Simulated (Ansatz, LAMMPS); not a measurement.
# Amorphous polyacrylonitrile (as short chains C14N4H18), from a frame at 400 K (108 atoms): geometry optimisation, part 2 of 2

Aim: bring amorphous polyacrylonitrile (as short chains C14N4H18), from a frame at 400 K (108 atoms) to a nearby minimum of the energy and see what moves.

Ansatz 0.2.0; Kohn-Sham DFT, PBE+D3(BJ), PAW (set soft_2), plane waves.

The cell: 42 C, 12 N and 54 H. The network of contacts between molecules at the start is that of the classical potential that made the cell. Only the Γ point is sampled, in a cell whose shortest periodic width is 10 Å.

So far. Step 4 (Cell and atoms relaxed): The relaxation changed the energy by -69.4 meV/atom, and atoms moved by 0.56 Å r.m.s., 1.3 Å at most.

### Step 6. Single point at the relaxed geometry

The electronic structure is read at the final geometry, in a run of its own.

The input, input.yaml:

```yaml
crystal:
  lattice:
    - [10.07637, 0.09941, 0.21879]
    - [0.09941, 10.99789, -0.45455]
    - [0.21879, -0.45455, 10.24393]
  atoms:
    - { symbol: C, position: [0.95896, 0.04729, 0.25719] }
    - { symbol: C, position: [0.85735, 0.14273, 0.2249] }
    - { symbol: C, position: [0.85078, 0.25982, 0.32043] }
    - { symbol: C, position: [0.98231, 0.31214, 0.3323] }
    - { symbol: "N", position: [0.08821, 0.35172, 0.33893] }
    - { symbol: C, position: [0.7485, 0.35409, 0.27709] }
    - { symbol: C, position: [0.64619, 0.407, 0.38471] }
    - { symbol: C, position: [0.71322, 0.48014, 0.48683] }
    - { symbol: "N", position: [0.76889, 0.53867, 0.5659] }
    - { symbol: C, position: [0.55785, 0.31135, 0.44601] }
    - { symbol: C, position: [0.43142, 0.27791, 0.37215] }
    - { symbol: C, position: [0.46004, 0.24168, 0.23304] }
    - { symbol: "N", position: [0.48162, 0.20618, 0.12401] }
    - { symbol: C, position: [0.35635, 0.17022, 0.42695] }
    - { symbol: C, position: [0.28764, 0.19259, 0.56396] }
    - { symbol: C, position: [0.38062, 0.2115, 0.66853] }
    - { symbol: "N", position: [0.45233, 0.2219, 0.75438] }
    - { symbol: C, position: [0.20209, 0.08252, 0.5923] }
    - { symbol: H, position: [0.05998, 0.08274, 0.25005] }
    - { symbol: H, position: [0.93986, 0.01845, 0.35593] }
    - { symbol: H, position: [0.95607, 0.96678, 0.18644] }
    - { symbol: H, position: [0.87897, 0.16923, 0.12557] }
    - { symbol: H, position: [0.75675, 0.10568, 0.22774] }
    - { symbol: H, position: [0.82211, 0.23306, 0.4188] }
    - { symbol: H, position: [0.79871, 0.43019, 0.23519] }
    - { symbol: H, position: [0.69276, 0.30896, 0.19813] }
    - { symbol: H, position: [0.58302, 0.47265, 0.33886] }
    - { symbol: H, position: [0.61589, 0.22748, 0.45552] }
    - { symbol: H, position: [0.5248, 0.34812, 0.54473] }
    - { symbol: H, position: [0.3636, 0.35811, 0.37753] }
    - { symbol: H, position: [0.42542, 0.09195, 0.42582] }
    - { symbol: H, position: [0.27714, 0.14506, 0.36018] }
    - { symbol: H, position: [0.2219, 0.27399, 0.56749] }
    - { symbol: H, position: [0.15404, 0.09524, 0.69039] }
    - { symbol: H, position: [0.26353, 0.99875, 0.58644] }
    - { symbol: H, position: [0.12468, 0.07192, 0.52079] }
    - { symbol: C, position: [0.69205, 0.42738, 0.8737] }
    - { symbol: C, position: [0.73419, 0.29747, 0.89596] }
    - { symbol: C, position: [0.77842, 0.21992, 0.76854] }
    - { symbol: C, position: [0.8963, 0.27031, 0.70812] }
    - { symbol: "N", position: [0.99141, 0.30997, 0.66147] }
    - { symbol: C, position: [0.80312, 0.08342, 0.78856] }
    - { symbol: C, position: [0.68585, 0.00241, 0.74723] }
    - { symbol: C, position: [0.66348, 0.01017, 0.60843] }
    - { symbol: "N", position: [0.64734, 0.01784, 0.49787] }
    - { symbol: C, position: [0.70912, 0.86748, 0.77585] }
    - { symbol: C, position: [0.60496, 0.81935, 0.87189] }
    - { symbol: C, position: [0.47133, 0.82798, 0.82262] }
    - { symbol: "N", position: [0.36433, 0.83984, 0.787] }
    - { symbol: C, position: [0.60449, 0.88395, 0.01156] }
    - { symbol: C, position: [0.51735, 0.81801, 0.11003] }
    - { symbol: C, position: [0.58821, 0.7106, 0.14812] }
    - { symbol: "N", position: [0.64611, 0.62693, 0.1808] }
    - { symbol: C, position: [0.4715, 0.90127, 0.23192] }
    - { symbol: H, position: [0.60565, 0.42773, 0.81209] }
    - { symbol: H, position: [0.77132, 0.47555, 0.82387] }
    - { symbol: H, position: [0.66562, 0.47948, 0.9675] }
    - { symbol: H, position: [0.65065, 0.25067, 0.94059] }
    - { symbol: H, position: [0.81621, 0.2969, 0.96329] }
    - { symbol: H, position: [0.6987, 0.22778, 0.6991] }
    - { symbol: H, position: [0.81965, 0.07398, 0.89234] }
    - { symbol: H, position: [0.89234, 0.04702, 0.73295] }
    - { symbol: H, position: [0.59434, 0.04051, 0.79935] }
    - { symbol: H, position: [0.80627, 0.85856, 0.81864] }
    - { symbol: H, position: [0.71247, 0.80756, 0.68476] }
    - { symbol: H, position: [0.62834, 0.72151, 0.87653] }
    - { symbol: H, position: [0.56605, 0.97805, 0.01198] }
    - { symbol: H, position: [0.70743, 0.888, 0.04258] }
    - { symbol: H, position: [0.42823, 0.78478, 0.06037] }
    - { symbol: H, position: [0.55613, 0.93765, 0.28526] }
    - { symbol: H, position: [0.41264, 0.97734, 0.20071] }
    - { symbol: H, position: [0.4099, 0.85155, 0.29938] }
    - { symbol: C, position: [0.30794, 0.49803, 0.1108] }
    - { symbol: C, position: [0.32119, 0.44866, 0.96725] }
    - { symbol: C, position: [0.18829, 0.41522, 0.90475] }
    - { symbol: C, position: [0.13311, 0.30625, 0.95631] }
    - { symbol: "N", position: [0.0863, 0.22061, 0.99683] }
    - { symbol: C, position: [0.08107, 0.51785, 0.92091] }
    [... 24 atom lines left out ...]
    - { symbol: H, position: [0.22704, 0.69216, 0.3985] }
    - { symbol: H, position: [0.16657, 0.54403, 0.4177] }
    - { symbol: H, position: [0.94352, 0.61731, 0.4701] }
    - { symbol: H, position: [0.88746, 0.69888, 0.26179] }
    - { symbol: H, position: [0.05434, 0.74362, 0.23344] }
    - { symbol: H, position: [0.01632, 0.586, 0.23591] }
kpoints:
  mp_grid: { grid: [1, 1, 1] }
hamiltonian:
  xc: pbe
  dispersion: d3bj
scf:
  occupations: { method: fermi_dirac, width: 0.025 }
output:
  forces: true
  stress: true
  populations: intrinsic
  dos:
    method: { smearing: { sigma: 0.15 } }
    de: 0.1
    projected: { site_lists: { C: [C], H: [H], "N": ["N"] } }
  eigenvalues: true
  write_density: true
  write_potential: true
  volumetric_format: npy
```

On the command line:

```
> ansatz run input.yaml --threads 4 --pin off --max-ram 8192MiB --backend cpu --events-out ev --progress --plain --runs-dir out
```

Run time: 9.6 s. Hardware: 4 threads of Arm Neoverse V2, shared host; peak memory 1.1 GiB; 37 s of CPU time.

The program notes that the exchange-correlation potential is rough where the density is thin.

Read from the output:

| Item | Value |
| --- | --- |
| free energy | -16011.7383 eV |
| free energy per atom | -148.2568 eV/atom |
| SCF cycles | 10 |
| pressure | 0.001843 GPa |
| r.m.s. force component | 0.0038 eV/Å |
| longest force | 0.02493 eV/Å |
| Fermi energy | 1.085 eV |
| gap (highest filled to lowest empty level) | 6.263 eV |

Intrinsic-atomic-orbital charges by element and coordination:

| element | coordination | atoms | mean charge (e) | spread | least | most |
| --- | --- | --- | --- | --- | --- | --- |
| C | all | 42 | -0.164 | 0.232 | -0.525 | 0.18 |
| C | 2 | 12 | 0.163 | 0.009 | 0.150 | 0.18 |
| C | 4 | 30 | -0.295 | 0.124 | -0.525 | -0.169 |
| H | all | 54 | 0.189 | 0.0151 | 0.152 | 0.218 |
| N | all | 12 | -0.277 | 0.0097 | -0.294 | -0.262 |

States in the cell by windows of 1 eV, zero at the Fermi level; the larger projections on atomic orbitals stand beside the total:

| from (eV) | to (eV) | total | C p | N p | H s | C s |
| --- | --- | --- | --- | --- | --- | --- |
| -18 | -17 | 5.2 | 1.3 | 0.1 | 0.6 | 2.5 |
| -17 | -16 | 8.4 | 2.2 | 0.1 | 1.1 | 4.4 |
| -16 | -15 | 9.8 | 3.0 | 0.0 | 1.2 | 5.1 |
| -15 | -14 | 1.4 | 0.4 | 0.0 | 0.2 | 0.7 |
| -14 | -13 | 6.9 | 1.7 | 0.0 | 1.5 | 3.6 |
| -13 | -12 | 10.0 | 3.3 | 0.0 | 2.2 | 4.3 |
| -12 | -11 | 12.8 | 5.7 | 0.0 | 2.4 | 4.4 |
| -11 | -10 | 6.1 | 2.3 | 0.0 | 1.6 | 2.1 |
| -10 | -9 | 5.5 | 3.7 | 0.0 | 1.0 | 0.5 |
| -9 | -8 | 16.9 | 11.7 | 0.2 | 2.9 | 1.4 |
| -8 | -7 | 15.6 | 11.7 | 0.4 | 2.3 | 0.8 |
| -7 | -6 | 23.0 | 16.1 | 1.3 | 4.2 | 0.9 |
| -6 | -5 | 34.6 | 19.4 | 4.7 | 7.8 | 1.1 |
| -5 | -4 | 53.9 | 23.0 | 18.0 | 7.4 | 0.6 |
| -4 | -3 | 48.0 | 23.0 | 17.0 | 6.3 | 0.3 |
| -3 | -2 | 0.6 | 0.3 | 0.2 | 0.1 | 0.0 |
| -2 | 2 | 0.0 | 0.0 | 0.0 | 0.0 | 0.0 |
| 2 | 3 | 0.1 | 0.0 | 0.0 | 0.0 | 0.0 |
| 3 | 4 | 34.5 | 14.8 | 11.6 | 3.2 | 1.9 |
| 4 | 5 | 24.2 | 8.9 | 5.9 | 3.3 | 1.6 |

Between -19 and -18 eV lie 24 more states.

The levels nearest the highest filled one (over half full), pooled over k-points and spins:

| level less the highest filled one (eV) | occupation |
| --- | --- |
| -0.239 | 2 |
| -0.228 | 2 |
| -0.178 | 2 |
| -0.124 | 2 |
| -0.0924 | 2 |
| 0 | 2 |
| 6.26 | 0 |
| 6.36 | 0 |
| 6.43 | 0 |
| 6.47 | 0 |
| 6.51 | 0 |
| 6.52 | 0 |

Electrostatic potential energy in the ac plane at fractional y = 0.220, with atoms of N and C and H within 0.2 Å of it. With pseudopotentials it is smooth inside the atoms' cores, unlike the true potential.

Ten even steps from '0' (-49 eV) to '9' (6 eV), each cell a mean:
```
8301699999999999987899999999
9867899999999999986888999999
9999999999999999998888899999
9999999999999999999987789999
9999999999973489999851158999
9999999999820049999840037789
9999999986310169998443355468
9999999983003799998458886578
9999998764115899999899998889
9999997214678999999999999999
9999986103799999999999999999
9999998656899999989999999999
9999999886678998626999889999
9999999985367898747999537999
9999999987666789999999757899
9999999998876789999999743688
9999999999886789999999732688
9999999999861158999999866789
9999999999950038999999988899
9999999999983038999999998999
9999999999982006999999998999
9999999999994127999999999999
9746899999999889999999999999
8200699999999999999999999999
```
Columns run along a (10.1 Å; values clipped at the 3rd and 97th percentile), rows up along c (10.3 Å). Atoms in or near the plane, at fractional coordinates: N at (0.48, 0.12), C at (0.38, 0.67), N at (0.45, 0.75), H at (0.82, 0.42), H at (0.62, 0.46), C at (0.78, 0.77), H at (0.70, 0.70), N at (0.09, 0.00).

Valence density in the ac plane at fractional y = 0.220, with atoms of N and C and H within 0.2 Å of it. It is the smooth field of the valence electrons, not physical close to the nuclei.

Values in e/Å³, 13 rows by 16 columns, each cell a mean:
```
0.7 2.1 1.2 0.2 0.0 0.0 0.0 0.0 0.0 0.1 0.5 0.4 0.2 0.1 0.0 0.1
0.1 0.2 0.2 0.1 0.0 0.0 0.1 0.1 0.1 0.1 0.3 0.5 0.5 0.2 0.0 0.0
0.0 0.0 0.0 0.0 0.0 0.2 1.0 2.2 0.7 0.1 0.1 0.7 1.6 0.9 0.3 0.1
0.1 0.0 0.0 0.0 0.1 0.8 2.6 2.9 0.9 0.1 0.3 1.5 1.4 1.2 0.9 0.5
0.2 0.1 0.1 0.2 0.6 1.5 1.5 0.7 0.1 0.0 0.1 0.3 0.2 0.3 0.5 0.4
0.1 0.0 0.1 0.8 1.7 1.2 0.4 0.1 0.0 0.0 0.0 0.0 0.0 0.0 0.1 0.1
0.0 0.0 0.0 0.2 0.7 0.9 0.4 0.1 0.2 0.6 0.4 0.1 0.1 0.1 0.0 0.0
0.0 0.0 0.0 0.1 0.3 0.9 1.3 0.6 0.3 0.6 0.4 0.1 0.4 1.1 0.3 0.1
0.2 0.1 0.0 0.0 0.1 0.3 0.8 0.8 0.3 0.1 0.0 0.1 0.4 1.3 0.8 0.3
0.1 0.0 0.0 0.0 0.0 0.1 0.7 1.4 0.7 0.1 0.0 0.1 0.3 1.1 0.8 0.2
0.0 0.0 0.0 0.0 0.0 0.1 0.8 2.8 1.6 0.2 0.0 0.1 0.1 0.4 0.3 0.1
0.1 0.2 0.1 0.0 0.0 0.0 0.5 2.5 2.0 0.3 0.0 0.0 0.0 0.1 0.2 0.1
1.0 2.6 1.1 0.1 0.0 0.0 0.1 0.3 0.3 0.1 0.1 0.0 0.0 0.0 0.0 0.1
```
Columns run along a (10.1 Å), rows up along c (10.3 Å). Atoms in or near the plane, at fractional coordinates: N at (0.48, 0.12), C at (0.38, 0.67), N at (0.45, 0.75), H at (0.82, 0.42), H at (0.62, 0.46), C at (0.78, 0.77), H at (0.70, 0.70), N at (0.09, 0.00).

Mean intrinsic-atomic-orbital charges: C -0.16, H +0.19, N -0.28 e. The largest share in the top eV of filled states is C p (48 % of the projected weight), and in the lowest eV of empty states C p (48 % of the projected weight).

A closer look about N85, one of the 12 N atoms: 10 atoms, nearest first, numbered in the order of the input, with positions taken from that point.

| atom | x | y | z | distance (Å) | bonds | intrinsic-atomic-orbital charge (e) |
| --- | --- | --- | --- | --- | --- | --- |
| N85 | 0.00 | 0.00 | 0.00 | 0.00 | 1 | -0.28 |
| C84 | -1.01 | 0.56 | -0.15 | 1.16 | 2 | 0.16 |
| H29 | 1.01 | -2.15 | -0.69 | 2.48 | 1 | 0.20 |
| C83 | -2.32 | 1.18 | -0.33 | 2.62 | 4 | -0.18 |
| H94 | -0.45 | -0.50 | 2.92 | 3.00 | 1 | 0.16 |
| H99 | -1.92 | 0.95 | 2.24 | 3.10 | 1 | 0.20 |
| H55 | 1.90 | -1.39 | 2.03 | 3.11 | 1 | 0.18 |
| H102 | -2.22 | 2.24 | -0.05 | 3.15 | 1 | 0.22 |
| H30 | -0.64 | -1.98 | -2.44 | 3.21 | 1 | 0.21 |
| C8 | 2.91 | -0.65 | -1.30 | 3.26 | 2 | 0.17 |

The column of bonds counts only the pairs H-C within 1.34 Å, C-C within 1.85 Å, C-N within 1.62 Å; other neighbours, such as metal atoms beside each other in a compound, aren't counted, and periodic images can show an atom twice.

### Step 7. What came out

```json
{
  "energy change in the relaxation": "-69.38 meV/atom",
  "r.m.s. displacement": "0.565 Å",
  "largest displacement": "1.329 Å",
  "free energy per atom": "-148.2568 eV/atom",
  "pressure": "0.001843 GPa",
  "r.m.s. force component": "0.0038 eV/Å",
  "gap (highest filled to lowest empty level)": "6.263 eV",
  "wall time of the 3 DFT runs": "3.4 min"
}
```

What this shows: Relaxation lowers the energy by 69.4 meV/atom and moves atoms by 0.56 Å r.m.s.; the r.m.s. force component goes from 1.2 to 0.0038 eV/Å, the pressure goes from 3.7 to 0.0018 GPa, and the gap from 5.79 to 6.26 eV. Displacements are taken in the final cell, so they leave out its strain. By the final cutoffs no bond was broken or made. The cell shrank by 0.9 % in volume. First to last step the energy falls by 7.493 eV, across changes of basis; the largest move, 1.33 Å, is that of N77. The C-C bonds change most in mean length: from 1.491 Å (spread 0.051) to 1.517 Å (spread 0.039). Counting bonds as in the table, 71 % of C atoms have 4, all H atoms have 1 and all N atoms have 1 bonded neighbour. Filled and empty levels are parted by 6.26 eV (at Γ alone); a semilocal functional tends to put such gaps too low. In a disordered cell it changes from sample to sample, and tail or defect levels can set it.

What to keep in mind: The network of contacts between molecules at the start is that of the classical potential that made the cell; in DFT atoms moved by 0.56 Å r.m.s.

[Logs are printed without paths, hosts, clocks, repeated set-up lines and the standing remarks that a program may print on its own settings, such as how far it seeks lower states.]

[Hosts, paths, dates, database ids (printed as entryN), source tags and the programs' standing remarks are cut or masked in the printed files.]
